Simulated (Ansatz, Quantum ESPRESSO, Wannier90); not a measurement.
# Ballistic channels from Wannier functions: zigzag Ag chain, bond 2.66 Å, width 1.6 Å, part 3 of 5

How many channels does the wire offer, and does a small Wannier basis get them right? The wire: zigzag Ag chain, bond 2.66 Å, width 1.6 Å.

Quantum ESPRESSO 7.5 and Wannier90 3.1.0; plane-wave DFT, PBE, GBRV ultrasoft pseudopotentials; cross-check by Ansatz 0.2.0 with PAW datasets.

So far. Step 2 (Ground state): The run needed 12 iterations to bring the estimated error under 1e-07 Ry; the largest force on any atom, held or free, is 0.15 eV/Å.

### Step 6. Localisation, bands and conductance

Level of this step: maximally localised Wannier functions and ballistic conductance; plane-wave DFT, PBE, GBRV ultrasoft pseudopotentials (Wannier90).

After disentangling and localising, transport_mode = bulk builds principal layers from hoppings within dist_cutoff and counts open channels.

File wan.win:

```
num_wann = 12
num_bands = 37
num_iter = 200
num_print_cycles = 20
conv_tol = 1e-8
conv_window = 5
guiding_centres = true
dis_num_iter = 1500
dis_conv_tol = 1e-8
dis_win_min = -12.6683
dis_win_max = 7.3317
dis_froz_max = -0.1683
search_shells = 120
fermi_energy = -1.6683

transport = true
transport_mode = bulk
one_dim_axis = z
dist_cutoff = 16.9
dist_cutoff_mode = one_dim
tran_win_min = -4.0
tran_win_max = 2.0
tran_energy_step = 0.02

bands_plot = true
bands_num_points = 96
begin kpoint_path
G 0.0 0.0 0.0 Z 0.0 0.0 0.5
end kpoint_path

begin projections
Ag:s;d
end projections

begin unit_cell_cart
ang
  9.0000000000 0.0000000000 0.0000000000
  0.0000000000 8.0000000000 0.0000000000
  0.0000000000 0.0000000000 4.2499882353
end unit_cell_cart

begin atoms_frac
  Ag -0.0888888889 0.0000000000 0.0000000000
  Ag 0.0888888889 0.0000000000 0.5000000000
end atoms_frac

mp_grid = 1 1 8
begin kpoints
  0.0 0.0 0.0000000000
  0.0 0.0 0.1250000000
  0.0 0.0 0.2500000000
  0.0 0.0 0.3750000000
  0.0 0.0 0.5000000000
  0.0 0.0 0.6250000000
  0.0 0.0 0.7500000000
  0.0 0.0 0.8750000000
end kpoints
```

Command:

```sh
> OMP_NUM_THREADS=1 wannier90.x wan > wan.run.log
```

The log of the run:

```text
[banner, memory and clock lines left out]
+---------------------------------------------------+
             |                                                   |
             |                   WANNIER90                       |
             |                                                   |
             +---------------------------------------------------+
             |                                                   |
             |        Welcome to the Maximally-Localized         |
             |        Generalized Wannier Functions code         |
             |                             |
             |                                                   |
             |                                                   |
             |  Wannier90 Developer Group:                       |
             |    Giovanni Pizzi    (EPFL)                       |
             |    Valerio Vitale    (Cambridge)                  |
             |    David Vanderbilt  (Rutgers University)         |
             |    Nicola Marzari    (EPFL)                       |
             |    Ivo Souza         (Universidad del Pais Vasco) |
             |    Arash A. Mostofi  (Imperial College London)    |
             |    Jonathan R. Yates (University of Oxford)       |
             |                                                   |
             |  For the full list of Wannier90 3.x authors,      |
             |  please check the code documentation and the      |
             |  README on the GitHub page of the code            |
             |                                                   |
             |                                                   |
             |                                                   |
             |  [ref] "Wannier90 as a community code:            |
             |        new features and applications",            |
             |        165902 (2020).                             |
             |            |
             |                                                   |
             |  in any publications arising from the use of      |
             |                                                   |
             |  [ref] "Maximally Localized Generalised Wannier   |
             |         Functions for Composite Energy Bands"     |
             |         N. Marzari and D. Vanderbilt              |
             |         Phys. Rev. B 56 12847 (1997)              |
             |                                                   |
             |  [ref] "Maximally Localized Wannier Functions     |
             |         for Entangled Energy Bands"               |
             |         I. Souza, N. Marzari and D. Vanderbilt    |
             |         Phys. Rev. B 65 035109 (2001)             |
             |                                                   |
             |                                                   |
             | Copyright (c) 1996-2020                           |
             |        The Wannier90 Developer Group and          |
             |        individual contributors                    |
             |                                                   |
             |      Release: 3.1.0        5th March    2020      |
             |                                                   |
             | This program is free software; you can            |
             | redistribute it and/or modify it under the terms  |
             | of the GNU General Public License as published by |
             | the Free Software Foundation; either version 2 of |
             | the License, or (at your option) any later version|
             |                                                   |
             | This program is distributed in the hope that it   |
             | will be useful, but WITHOUT ANY WARRANTY; without |
             | even the implied warranty of MERCHANTABILITY or   |
             | FITNESS FOR A PARTICULAR PURPOSE. See the GNU     |
             | General Public License for more details.          |
             |                                                   |
             | You should have received a copy of the GNU General|
             | Public License along with this program; if not,   |
             | write to the Free Software Foundation, Inc.,      |
             | 675 Mass Ave, Cambridge, MA 02139, USA.           |
             |                                                   |
             +---------------------------------------------------+
[date or host left out]
             +---------------------------------------------------+

 ******************************************************************************
 * -> Using CODATA 2006 constant values                                       *
 *    (                      *
 * -> Using Bohr value from CODATA                                            *
 ******************************************************************************

 Running in serial (with parallel executable)

                                    ------
                                    SYSTEM
                                    ------

                              Lattice Vectors (Ang)
                    a_1     9.000000   0.000000   0.000000
                    a_2     0.000000   8.000000   0.000000
                    a_3     0.000000   0.000000   4.249988

                   Unit Cell Volume:     305.99915  (Ang^3)

                        Reciprocal-Space Vectors (Ang^-1)
                    b_1     0.698132   0.000000   0.000000
                    b_2     0.000000   0.785398   0.000000
                    b_3     0.000000   0.000000   1.478401

 *----------------------------------------------------------------------------*
 |   Site       Fractional Coordinate          Cartesian Coordinate (Ang)     |
 +----------------------------------------------------------------------------+
 | Ag   1  -0.08889   0.00000   0.00000   |   -0.80000   0.00000   0.00000    |
 | Ag   2   0.08889   0.00000   0.50000   |    0.80000   0.00000   2.12499    |
 *----------------------------------------------------------------------------*
                                ------------
                                K-POINT GRID
                                ------------

             Grid size =  1 x  1 x  8      Total points =    8

 *---------------------------------- MAIN ------------------------------------*
 |  Number of Wannier Functions               :                12             |
 |  Number of Objective Wannier Functions     :                12             |
 |  Number of input Bloch states              :                37             |
[...]
O_D=      0.2343799 O_OD=      0.6680379 O_TOT=     15.0011886 <-- SPRD
 Delta: O_D=  0.1226259E-03 O_OD= -0.2601421E-03 O_TOT= -0.1375162E-03 <-- DLTA
 Cycle:     40
[...]
Sum of centres and spreads (  0.000000, -0.000000, 12.749965 )    14.99954750

     40    -0.281E-04     0.0240720259       14.9995474985       0.05  <-- CONV
        O_D=      0.2293701 O_OD=      0.6714065 O_TOT=     14.9995475 <-- SPRD
 Delta: O_D= -0.1062989E-03 O_OD=  0.7822128E-04 O_TOT= -0.2807767E-04 <-- DLTA
 Cycle:     60
[...]
Sum of centres and spreads (  0.000000, -0.000000, 12.749965 )    14.99887005

     60    -0.500E-04     0.0184890201       14.9988700477       0.07  <-- CONV
        O_D=      0.2257068 O_OD=      0.6743925 O_TOT=     14.9988700 <-- SPRD
 Delta: O_D= -0.5404870E-03 O_OD=  0.4904491E-03 O_TOT= -0.5003788E-04 <-- DLTA
 Cycle:     80
[...]
Sum of centres and spreads (  0.000000, -0.000000, 12.749965 )    14.99824151

     80    -0.119E-04     0.0213088095       14.9982415073       0.09  <-- CONV
        O_D=      0.2211618 O_OD=      0.6783088 O_TOT=     14.9982415 <-- SPRD
 Delta: O_D=  0.6298789E-05 O_OD= -0.1822083E-04 O_TOT= -0.1192204E-04 <-- DLTA
 Cycle:    100
[...]
Sum of centres and spreads (  0.000000, -0.000000, 12.749965 )    14.99809925

    100    -0.754E-05     0.0072156248       14.9980992544       0.11  <-- CONV
        O_D=      0.2197458 O_OD=      0.6795826 O_TOT=     14.9980993 <-- SPRD
 Delta: O_D= -0.1345881E-03 O_OD=  0.1270442E-03 O_TOT= -0.7543879E-05 <-- DLTA

 Writing checkpoint file wan.chk... done

 Cycle:    120
[...]
Sum of centres and spreads ( -0.000000, -0.000000, 12.749965 )    14.99799554

    120    -0.246E-05     0.0059163974       14.9979955408       0.13  <-- CONV
        O_D=      0.2183181 O_OD=      0.6809066 O_TOT=     14.9979955 <-- SPRD
 Delta: O_D= -0.5921923E-04 O_OD=  0.5675799E-04 O_TOT= -0.2461238E-05 <-- DLTA
 Cycle:    140
[...]
Sum of centres and spreads ( -0.000000, -0.000000, 12.749965 )    14.99792611

    140    -0.370E-05     0.0118299736       14.9979261083       0.15  <-- CONV
        O_D=      0.2170698 O_OD=      0.6820855 O_TOT=     14.9979261 <-- SPRD
 Delta: O_D=  0.7848720E-05 O_OD= -0.1154786E-04 O_TOT= -0.3699136E-05 <-- DLTA
 Cycle:    160
[...]
Sum of centres and spreads (  0.000000, -0.000000, 12.749965 )    14.99787645

    160    -0.279E-05     0.0043836934       14.9978764476       0.17  <-- CONV
        O_D=      0.2162503 O_OD=      0.6828553 O_TOT=     14.9978764 <-- SPRD
 Delta: O_D= -0.7395957E-04 O_OD=  0.7117393E-04 O_TOT= -0.2785641E-05 <-- DLTA
 Cycle:    180
[...]
Sum of centres and spreads ( -0.000000, -0.000000, 12.749965 )    14.99783493

    180    -0.106E-05     0.0038739104       14.9978349297       0.18  <-- CONV
        O_D=      0.2154204 O_OD=      0.6836437 O_TOT=     14.9978349 <-- SPRD
 Delta: O_D= -0.3592359E-04 O_OD=  0.3485871E-04 O_TOT= -0.1064885E-05 <-- DLTA
 Cycle:    200
[...]
Sum of centres and spreads ( -0.000000, -0.000000, 12.749965 )    14.99780241

    200    -0.190E-05     0.0084905514       14.9978024096       0.20  <-- CONV
        O_D=      0.2146949 O_OD=      0.6843367 O_TOT=     14.9978024 <-- SPRD
 Delta: O_D=  0.5916870E-05 O_OD= -0.7819316E-05 O_TOT= -0.1902445E-05 <-- DLTA

 Writing checkpoint file wan.chk... done

 Final State
[...]
WF centre and spread    5  ( -0.803424, -0.000000, -0.000000 )     0.71662317
  WF centre and spread    6  ( -0.798371,  0.000000,  0.000000 )     0.66758697
  WF centre and spread    7  (  0.858044, -0.000000,  2.124994 )     3.86349813
  WF centre and spread    8  (  0.789019, -0.000000,  2.124994 )     0.77817999
  WF centre and spread    9  (  0.806507, -0.000000,  2.124994 )     0.77578168
  WF centre and spread   10  (  0.796290,  0.000000,  2.124994 )     0.69723130
  WF centre and spread   11  (  0.803424, -0.000000,  2.124994 )     0.71662317
  WF centre and spread   12  (  0.798371, -0.000000,  2.124994 )     0.66758697
  Sum of centres and spreads ( -0.000000, -0.000000, 12.749965 )    14.99780241

         Spreads (Ang^2)       Omega I      =    14.098770828
        ================       Omega D      =     0.214694877
                               Omega OD     =     0.684336705
    Final Spread (Ang^2)       Omega Total  =    14.997802410
 Time for wannierise            0.187 (sec)

 Writing checkpoint file wan.chk... done

 *---------------------------------------------------------------------------*
 |                               PLOTTING                                    |
 *---------------------------------------------------------------------------*

 Translated centres
    translation centre in fractional coordinate:  0.000000  0.000000  0.250000
  WF centre     1  ( -0.858044, -0.000000,  0.000000 )
  WF centre     2  ( -0.789019,  0.000000,  0.000000 )
  WF centre     3  ( -0.806507,  0.000000,  0.000000 )
  WF centre     4  ( -0.796290,  0.000000,  0.000000 )
  WF centre     5  ( -0.803424, -0.000000, -0.000000 )
  WF centre     6  ( -0.798371,  0.000000,  0.000000 )
  WF centre     7  (  0.858044, -0.000000,  2.124994 )
  WF centre     8  (  0.789019, -0.000000,  2.124994 )
  WF centre     9  (  0.806507, -0.000000,  2.124994 )
  WF centre    10  (  0.796290,  0.000000,  2.124994 )
  WF centre    11  (  0.803424, -0.000000,  2.124994 )
  WF centre    12  (  0.798371, -0.000000,  2.124994 )

 Calculating interpolated band-structure

 Time to calculate interpolated band structure       0.013 (sec)

 Time for plotting              0.016 (sec)

 *---------------------------------------------------------------------------*
 |                              TRANSPORT                                    |
 *---------------------------------------------------------------------------*

 Calculation of Quantum Conductance and DoS: bulk mode

 Maximum imaginary part of the real-space Hamiltonian:     0.000006

     Maximum real part of the real-space Hamiltonian at each lattice point
            Lattice point R           Max |H_ij(R)|
                  -5                     0.000000
                  -4                     0.019624
                  -3                     0.023141
                  -2                     0.167980
                  -1                     0.985696
                   0                     5.253105
                   1                     0.985696
                   2                     0.167980
                   3                     0.023141
                   4                     0.019624
                   5                     0.000000

 Number of unit cells inside the principal layer:     4
 Number of Wannier Functions inside the principal layer:    48

 Calculating quantum conductance and density of states... done

 Time for transport             2.245 (sec)
 Total Execution Time           2.534 (sec)

 *===========================================================================*
 |                             TIMING INFORMATION                            |
 *===========================================================================*
 |    Tag                                                Ncalls      Time (s)|
 |---------------------------------------------------------------------------|
 |kmesh: get                                        :         1         0.010|
 |overlap: allocate                                 :         1         0.000|
 |overlap: read                                     :         1         0.053|
 |dis: main                                         :         1         0.018|
 |wann: main                                        :         1         0.187|
 |plot: main                                        :         1         0.016|
 |tran: main                                        :         1         2.245|
 *---------------------------------------------------------------------------*

 All done: wannier90 exiting
[key lines of the parts left out:]
|  Fermi energy (eV)                         :            -1.668             |
```

It took 3 s on 1 MPI rank of Arm Neoverse V1, shared host; peak memory 0.09 GiB.

This step gave:

- lead channels at the Fermi level, one spin: 1.0000
- total spread: 15.00 Å²
- gauge-invariant spread: 14.10 Å²
- largest misfit to plane-wave levels between mesh points, inside the frozen window: 0.1203 eV

Per spin. Quantum conductance of the perfect wire, open channels against energy, zero at the Fermi level:

```
energy (eV)  quantum conductance of the perfect wire, open channels
     -4.000                                                       1
     -3.800                                                       2
     -3.600                                                       1
     -3.400                                                   1.000
     -3.200                                                       2
     -3.000                                                    3.00
     -2.800                                                       1
     -2.600                                                  1.2e-6
     -2.400                                                       0
     -2.200                                                  1.8e-6
     -2.000                                                   1.000
     -1.800                                                       1
     -1.600                                                       1
     -1.400                                                       1
     -1.200                                                       1
     -1.020                                                       1
     -0.800                                                       1
     -0.600                                                       1
     -0.400                                                       1
     -0.200                                                       1
      0.000                                                       1
      0.200                                                       1
      0.400                                                       1
      0.600                                                       1
      0.800                                                       1
      1.000                                                       1
      1.200                                                       2
      1.400                                                       2
      1.600                                                       2
      1.800                                                  1.5e-6
```

Wannier functions:

```
no.    x (Å)  y (Å)  z (Å)  spread (Å²)
  1   -0.858      0      0        3.864
  2   -0.789      0      0       0.7782
  3  -0.8065      0      0       0.7758
  4  -0.7963      0      0       0.6972
  5  -0.8034      0      0       0.7166
  6  -0.7984      0      0       0.6676
  7    0.858      0  2.125        3.864
  8    0.789      0  2.125       0.7782
  9   0.8065      0  2.125       0.7758
 10   0.7963      0  2.125       0.6972
 11   0.8034      0  2.125       0.7166
 12   0.7984      0  2.125       0.6676
```

Electronic bands along the path, in eV, zero at the Fermi level; # counts the bands kept:

```
  point     #8     #9    #10    #11    #12
      Γ  -2.99  -2.94  -2.69  -2.15   1.06
halfway  -3.04  -2.95  -2.66  -1.72   1.70
      Z  -3.01  -2.93  -2.93  -0.01  -0.01
```

Bands and channels are those of the Wannier model: bands that were not projected, and all outside the frozen window, are missing or only approximate.

### Step 7. Neighbour list from wannier90 -pp, with dis_froz_max − E_F = -2.0

How much does a setting matter? One run is repeated with a change.

wan_w.win is the input of step 6 with these lines changed:

```diff
@@ -11,3 +11,3 @@
 dis_win_max = 7.3317
-dis_froz_max = -0.1683
+dis_froz_max = -3.6683
 search_shells = 120
```

Command:

```sh
> OMP_NUM_THREADS=1 wannier90.x -pp wan_w > wan_w.pp.log
```

Elapsed: 0.45 s, on 1 MPI rank; peak memory 0.09 GiB.

### Step 8. Overlaps and projections

The same post-processing, on the changed run.

File wan_w.p2w.in:

```
&inputpp
  prefix = 'nscf'
  outdir = './out'
  seedname = 'wan_w'
  write_mmn = .true.
  write_amn = .true.
  write_unk = .false.
/
```

Command:

```sh
> OMP_NUM_THREADS=1 mpirun -n 2 pw2wannier90.x -in wan_w.p2w.in > wan_w.p2w.out
```

It took 6.1 s on 2 MPI ranks; peak memory 0.15 GiB.

(Continued in part 4 of 5.)

[Logs are printed without paths, hosts, clocks, repeated set-up lines and the standing remarks that a program may print on its own settings, such as how far it seeks lower states.]

[Hosts, paths, dates, database ids (printed as entryN), source tags and the programs' standing remarks are cut or masked in the printed files.]

[Maps of the electrostatic potential energy from Ansatz leave out the sawtooth potential of an applied field or a dipole correction, so their vacuum need not be flat; planar profiles and work functions include it.]
